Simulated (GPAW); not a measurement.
# Ballistic transport through a Pb chain with two Li atoms in line, from relaxation to T(E)

Aim: the conductance of a Pb chain with two Li atoms in line after relaxation, and whether geometry, basis or functional moves it most.

Main program and level: GPAW 26.7.0; GPAW LCAO, PAW setups; relaxation of the junction within the symmetry of its start, lead ends held, in the first sound run; inputs show where later runs differ.

### Step 1. The structure

The cell holds 14 atoms: 12 Pb and 2 Li. Its edges and angles: a = 9.000 Å, b = 9.000 Å, c = 40.457 Å, α = 90.0°, β = 90.0°, γ = 90.0°. Regions: left lead, 6 atoms (6 Pb); channel, 2 atoms (2 Li); right lead, 6 atoms (6 Pb). Vacuum lies along a and b. The structure is stacked along c, and the current runs across the ab planes.

### Step 2. Relaxation

Transmission follows bond lengths closely, so the atoms between the held lead ends are relaxed first, within whatever symmetry the start has.

Input file run.py:

```python
import json
from ase import Atoms
from ase.constraints import FixAtoms
from ase.optimize import BFGS
from gpaw import GPAW, FermiDirac

device = Atoms(
    ['Pb', 'Pb', 'Pb', 'Pb', 'Pb', 'Pb', 'Li', 'Li', 'Pb', 'Pb', 'Pb', 'Pb', 'Pb', 'Pb'],
    positions=[
        [4.50000, 4.50000, 1.45000],
        [4.50000, 4.50000, 4.35000],
        [4.50000, 4.50000, 7.25000],
        [4.50000, 4.50000, 10.15000],
        [4.50000, 4.50000, 13.05000],
        [4.50000, 4.50000, 15.95000],
        [4.50000, 4.50000, 18.75350],
        [4.50000, 4.50000, 21.70350],
        [4.50000, 4.50000, 24.50700],
        [4.50000, 4.50000, 27.40700],
        [4.50000, 4.50000, 30.30700],
        [4.50000, 4.50000, 33.20700],
        [4.50000, 4.50000, 36.10700],
        [4.50000, 4.50000, 39.00700]],
    cell=[[9.0, 0.0, 0.0], [0.0, 9.0, 0.0], [0.0, 0.0, 40.457]],
    pbc=True)

device.set_constraint(FixAtoms([0, 1, 2, 3, 4, 9, 10, 11, 12, 13]))
device.calc = GPAW(mode='lcao', basis='dzp', xc='PBE', h=0.18,
                   kpts={'size': (1, 1, 2), 'gamma': True},
                   symmetry={'tolerance': 1e-3, 'extra_ids': [1, 1, 1, 1, 1, 0, 0, 0, 0, 1, 1, 1, 1, 1]},
                   occupations=FermiDirac(0.1), maxiter=250,
                   mixer=dict(beta=0.1, nmaxold=8, weight=100.0),
                   convergence=dict(density=0.0001), txt='relax.txt')
path = []
opt = BFGS(device, maxstep=0.15)
opt.attach(lambda: path.append((device.get_potential_energy(), device.positions.tolist(), device.get_forces().tolist())))
relaxed = bool(opt.run(fmax=0.05, steps=50))
json.dump(dict(relaxed=relaxed, path=path, positions=device.positions.tolist(), moments=device.get_magnetic_moments().tolist(),
               forces=device.get_forces(apply_constraint=False).tolist()), open('result.json', 'w'))
```

Run with:

```bash
OMP_NUM_THREADS=1 OPENBLAS_NUM_THREADS=1 python run.py
```

The log of the run:

```text
Step          Energy          fmax
BFGS:    0      -26.216735        0.602754
BFGS:    1      -26.226724        0.562574
BFGS:    2      -26.254869        0.351915
BFGS:    3      -26.270547        0.111516
BFGS:    4      -26.270906        0.103498
BFGS:    5      -26.107001        1.333027
BFGS:    6      -26.272492        0.091419
BFGS:    7      -26.273100        0.074115
BFGS:    8      -26.274757        0.054859
BFGS:    9      -26.275167        0.080090
BFGS:   10      -26.274921        0.046405
```

Elapsed: 5.8 min, on 1 thread of Arm Neoverse V2, shared host; peak memory 1.7 GiB.

Relaxation path:

```
step  energy less that of the first step (eV)  largest force (eV/Å)
   1                                   0.0000                0.6028
   2                                  -0.0104                0.5626
   3                                  -0.0428                0.3519
   4                                  -0.0571                0.1115
   5                                  -0.0575                0.1035
   6                                   0.1018                1.3330
   7                                  -0.0594                0.0914
   8                                  -0.0600                0.0741
   9                                  -0.0612                0.0549
  10                                  -0.0618                0.0801
  11                                  -0.0619                0.0464
```

The atoms that moved most (Å):

```
atom     dx     dy      dz  length
 Pb6  0.000  0.000  -0.099   0.099
 Pb9  0.000  0.000   0.099   0.099
 Li7  0.000  0.000  -0.036   0.036
 Li8  0.000  0.000   0.036   0.036
```

Final coordinates:

```cif
data_structure
_symmetry_space_group_name_H-M 'P 1'
_symmetry_Int_Tables_number 1
_cell_length_a 9.0000
_cell_length_b 9.0000
_cell_length_c 40.4570
_cell_angle_alpha 90.000
_cell_angle_beta 90.000
_cell_angle_gamma 90.000
_cell_volume 3277.02
loop_
_atom_site_label
_atom_site_type_symbol
_atom_site_fract_x
_atom_site_fract_y
_atom_site_fract_z
_atom_site_occupancy
Pb1 Pb 0.50000 0.50000 0.03584 1
Pb2 Pb 0.50000 0.50000 0.10752 1
Pb3 Pb 0.50000 0.50000 0.17920 1
Pb4 Pb 0.50000 0.50000 0.25088 1
Pb5 Pb 0.50000 0.50000 0.32256 1
Pb6 Pb 0.50000 0.50000 0.39180 1
Li7 Li 0.50000 0.50000 0.46265 1
Li8 Li 0.50000 0.50000 0.53735 1
Pb9 Pb 0.50000 0.50000 0.60820 1
Pb10 Pb 0.50000 0.50000 0.67744 1
Pb11 Pb 0.50000 0.50000 0.74912 1
Pb12 Pb 0.50000 0.50000 0.82080 1
Pb13 Pb 0.50000 0.50000 0.89248 1
Pb14 Pb 0.50000 0.50000 0.96416 1
```

The relaxation lowered the energy of the cell by 0.0619 eV (energies extrapolated to zero smearing; the optimiser's log prints free energies). The largest force left on a free atom is 0.046 eV/Å.

### Step 3. Double-zeta polarised basis

Localised orbitals split the wire into layers that couple to their neighbours alone, which is what the Green's function method needs; double zeta with polarisation is the usual level for numbers.

This step: GPAW LCAO, PAW setups; Landauer transmission from Green's functions with principal layers (ASE), zero bias (GPAW 26.7.0).

Input file run.py:

```python
import json
import numpy as np
from ase import Atoms
from ase.transport.calculators import TransportCalculator
from gpaw import GPAW, FermiDirac
from gpaw.lcao.tools import get_lcao_hamiltonian
from scipy.linalg import eigh

# The junction with lead layers at both ends, along the third cell vector
device = Atoms(
    ['Pb', 'Pb', 'Pb', 'Pb', 'Pb', 'Pb', 'Li', 'Li', 'Pb', 'Pb', 'Pb', 'Pb', 'Pb', 'Pb'],
    positions=[
        [4.50000, 4.50000, 1.45000],
        [4.50000, 4.50000, 4.35000],
        [4.50000, 4.50000, 7.25000],
        [4.50000, 4.50000, 10.15000],
        [4.50000, 4.50000, 13.05000],
        [4.50000, 4.50000, 15.85125],
        [4.50000, 4.50000, 18.71731],
        [4.50000, 4.50000, 21.73969],
        [4.50000, 4.50000, 24.60575],
        [4.50000, 4.50000, 27.40700],
        [4.50000, 4.50000, 30.30700],
        [4.50000, 4.50000, 33.20700],
        [4.50000, 4.50000, 36.10700],
        [4.50000, 4.50000, 39.00700]],
    cell=[[9.0, 0.0, 0.0], [0.0, 9.0, 0.0], [0.0, 0.0, 40.457]],
    pbc=True)

# One principal layer of the lead: the first 3 atoms of the device
lead = Atoms(
    ['Pb', 'Pb', 'Pb'],
    positions=[
        [4.50000, 4.50000, 1.45000],
        [4.50000, 4.50000, 4.35000],
        [4.50000, 4.50000, 7.25000]],
    cell=[[9.0, 0.0, 0.0], [0.0, 9.0, 0.0], [0.0, 0.0, 8.7]],
    pbc=True)

settings = dict(mode='lcao', basis='dzp', xc='PBE', h=0.2,
                occupations=FermiDirac(0.1), maxiter=250,
                mixer=dict(beta=0.1, nmaxold=8, weight=100.0),
                convergence=dict(density=0.0001))
energies = np.arange(-2, 2 + 1e-9, 0.025)
eta = 0.0001
n1, n2 = 1, 1
# k and -k transmit alike, so half of the mesh across the current serves
mesh = [(i, j) for i in range(n1) for j in range(n2) if (i, j) <= (-i % n1, -j % n2)]
weights = np.array([1 if (i, j) == (-i % n1, -j % n2) else 2 for i, j in mesh]) / (n1 * n2)

# [... helper functions left out ...]
fermi_lead = ground_state(lead, (1, 1, 13), 'lead.txt')
fermi_device = ground_state(device, (1, 1, 2), 'device.txt')
# [... loop over the mesh left out, but for ...]
        # Shift the lead onto the potential of the device's first layer
        shift = ((H[:, 0, 0] - H0[:, 0, 0]) / S0[0, 0]).real.mean()
# [...]
kT = 8.617333e-5 * 300
bias = [0.1, 0.2, 0.5, 1.0, 1.5, 2.0]
# [... integrals and printing left out ...]
```

The log of the run:

```text
basis functions: device 286, principal layer 69
Fermi level: lead -2.5493 eV, device -2.5511 eV; lead shifted by 0.0197 eV
largest coupling past the next layer 2.76e-08 eV, largest misfit of the first layer 0.042 eV
  E-E_F (eV)   T (one spin)  channels
    -2.000    3.9988e-04    1.0000
    -1.975    4.4053e-04    1.0000
    -1.950    4.8364e-04    1.0000
    -1.925    5.2935e-04    1.0000
    -1.900    5.7784e-04    1.0000
    -1.875    6.2931e-04    1.0000
    -1.850    6.8397e-04    1.0000
    -1.825    7.4206e-04    1.0000
    -1.800    8.0384e-04    1.0000
    -1.775    8.6960e-04    1.0000
    -1.750    9.3966e-04    1.0000
    -1.725    1.0144e-03    1.0000
    -1.700    1.0942e-03    1.0000
    -1.675    1.1794e-03    1.0000
    -1.650    1.2706e-03    1.0000
    -1.625    1.3684e-03    1.0000
[...]
1.825    1.6977e-01    3.0000
     1.850    1.7283e-01    3.0000
     1.875    1.7604e-01    3.0000
     1.900    1.7939e-01    3.0000
     1.925    1.8289e-01    3.0000
     1.950    1.8654e-01    3.0000
     1.975    1.9036e-01    3.0000
     2.000    1.9433e-01    3.0000
conductance at 300 K: 0.93932 G0 a cell; thermopower 5.796 uV/K
current from the zero-bias T(E) at 0.1 V: 7.1693 uA
current from the zero-bias T(E) at 0.2 V: 13.737 uA
current from the zero-bias T(E) at 0.5 V: 27.378 uA
current from the zero-bias T(E) at 1.0 V: 37.067 uA
current from the zero-bias T(E) at 1.5 V: 41.679 uA
current from the zero-bias T(E) at 2.0 V: 44.874 uA
```

Elapsed: 54 s, on 1 thread; peak memory 1.3 GiB.

Numbers from this step:

* conductance: 0.9393 G₀
* thermopower: 5.796 μV/K
* largest coupling past the next principal layer: 2.76e-8 eV
* largest misfit of the first principal layer: 0.04185 eV
* shift that aligns the lead: 0.01967 eV
* basis functions of the junction: 286
* basis functions of a principal layer: 69
* transmission at the Fermi level (one spin): 0.9814
* open channels of the lead at the Fermi level (one spin): 3

One spin. Transmission, zone mean against energy, zero at the Fermi level:

energy (eV), transmission, zone mean and a bar:
```
   -2.000      0.000 
   -1.900      0.001 
   -1.800      0.001 
   -1.700      0.001 
   -1.600      0.001 
   -1.500      0.002 
   -1.400      0.003 
   -1.300      0.004 
   -1.200      0.005 
   -1.100      0.007 
   -1.000      0.010 
   -0.900      0.014 
   -0.800      0.020 #
   -0.700      0.031 #
   -0.600      0.048 #
   -0.500      0.079 ##
   -0.400      0.139 ####
   -0.300      0.258 ########
   -0.200      0.499 ###############
   -0.100      0.864 ##########################
   -0.025      0.999 ##############################
    0.000      0.981 #############################
    0.100      0.742 ######################
    0.200      0.509 ###############
    0.300      0.365 ###########
    0.400      0.280 ########
    0.500      0.227 #######
    0.600      0.193 ######
    0.700      0.171 #####
    0.800      0.157 #####
    0.900      0.144 ####
    1.000      0.138 ####
    1.100      0.135 ####
    1.200      0.134 ####
    1.300      0.134 ####
    1.400      0.137 ####
    1.500      0.142 ####
    1.600      0.148 ####
    1.700      0.157 #####
    1.800      0.167 #####
    1.900      0.179 #####
    2.000      0.194 ######
```

Crossings of the lead's bands, unfolded to its shortest repeat. The open channels, zone mean by energy, zero at the Fermi level:

```
energy (eV)  open channels, zone mean
     -2.000                         1
     -1.800                         1
     -1.600                         1
     -1.400                         1
     -1.200                         1
     -1.000                         1
     -0.800                         1
     -0.600                         3
     -0.400                         3
     -0.200                         3
      0.000                         3
      0.200                         3
      0.400                         3
      0.600                         3
      0.800                         3
      1.000                         3
      1.200                         3
      1.400                         3
      1.600                         3
      1.800                         3
      2.000                         3
```

Not self-consistent under bias; the bias window is split evenly. Table of current through one cell, from the zero-bias transmission by bias:

```
bias (V)  current through one cell, from the zero-bias transmission (μA)
   0.100                                                            7.17
   0.200                                                            13.7
   0.500                                                            27.4
   1.000                                                            37.1
   1.500                                                            41.7
   2.000                                                            44.9
```

Table of transmission of the three most open eigenchannels by energy, zero at the Fermi level:

```
energy (eV)  channel 1  channel 2 = channel 3
     -2.000     4.0e-4                      0
     -1.900     5.8e-4                      0
     -1.800     8.0e-4                      0
     -1.700    0.00109                      0
     -1.600    0.00147                      0
     -1.500    0.00198                      0
     -1.400    0.00266                      0
     -1.300    0.00360                      0
     -1.200    0.00492                      0
     -1.100    0.00681                      0
     -1.000    0.00958                      0
     -0.900     0.0138                      0
     -0.800     0.0202                      0
     -0.700     0.0307                      0
     -0.600     0.0482                 1.4e-5
     -0.500     0.0794                 2.8e-5
     -0.400      0.139                 4.4e-5
     -0.300      0.258                 6.5e-5
     -0.200      0.499                 9.5e-5
     -0.100      0.864                 1.2e-4
      0.000      0.981                 1.4e-4
      0.100      0.742                 1.3e-4
      0.200      0.509                 1.2e-4
      0.300      0.365                 1.0e-4
      0.400      0.279                 9.7e-5
      0.500      0.227                 9.5e-5
      0.600      0.193                 9.6e-5
      0.700      0.171                 1.0e-4
      0.800      0.157                 1.1e-4
      0.900      0.144                 1.2e-4
      1.000      0.138                 1.3e-4
      1.100      0.134                 1.5e-4
      1.200      0.133                 1.7e-4
      1.300      0.134                 2.0e-4
      1.400      0.137                 2.3e-4
      1.500      0.141                 2.8e-4
      1.600      0.148                 3.4e-4
      1.700      0.156                 4.1e-4
      1.800      0.166                 4.9e-4
      1.900      0.178                 5.7e-4
      2.000      0.193                 6.5e-4
```

Couplings past the next layer reach 2.8e-8 eV, small enough to drop; the matrix elements of the cell's first layer differ from the bulk lead's by up to 0.042 eV. That layer keeps its own values in the calculation, and only beyond it is the lead taken as perfect. The Fermi levels of lead and junction count from different zeros of potential, one for each periodic cell; with both set to zero, the small remaining shift is what aligns them. Without spin-orbit coupling, which is large for these atoms, channel counts and T are those of the scalar-relativistic bands. By hand: G = 0.9393 × 77.48 μS = 72.8 μS, a resistance of 13.7 kΩ; at 0.1 V a linear junction would pass 7.28 μA, and the integral over the bias window gives 7.17 μA. Mott's formula, S = -(π²/3)(k_B²T/e) d ln T/dE, has the prefactor 7.33 μV/K·eV at 300 K; T = 0.9985 at -0.025 eV and 0.9387 at 0.025 eV give a slope of -1.24 per eV and S = 9.05 μV/K, beside 5.80 μV/K from the thermal integral, which interpolates the same grid.

(Part 1 of 3 ends here.)

[Logs are printed without paths, hosts, clocks, repeated set-up lines and the standing remarks that a program may print on its own settings, such as how far it seeks lower states.]

[Hosts, paths, dates, database ids (printed as entryN), source tags and the programs' standing remarks are cut or masked in the printed files.]
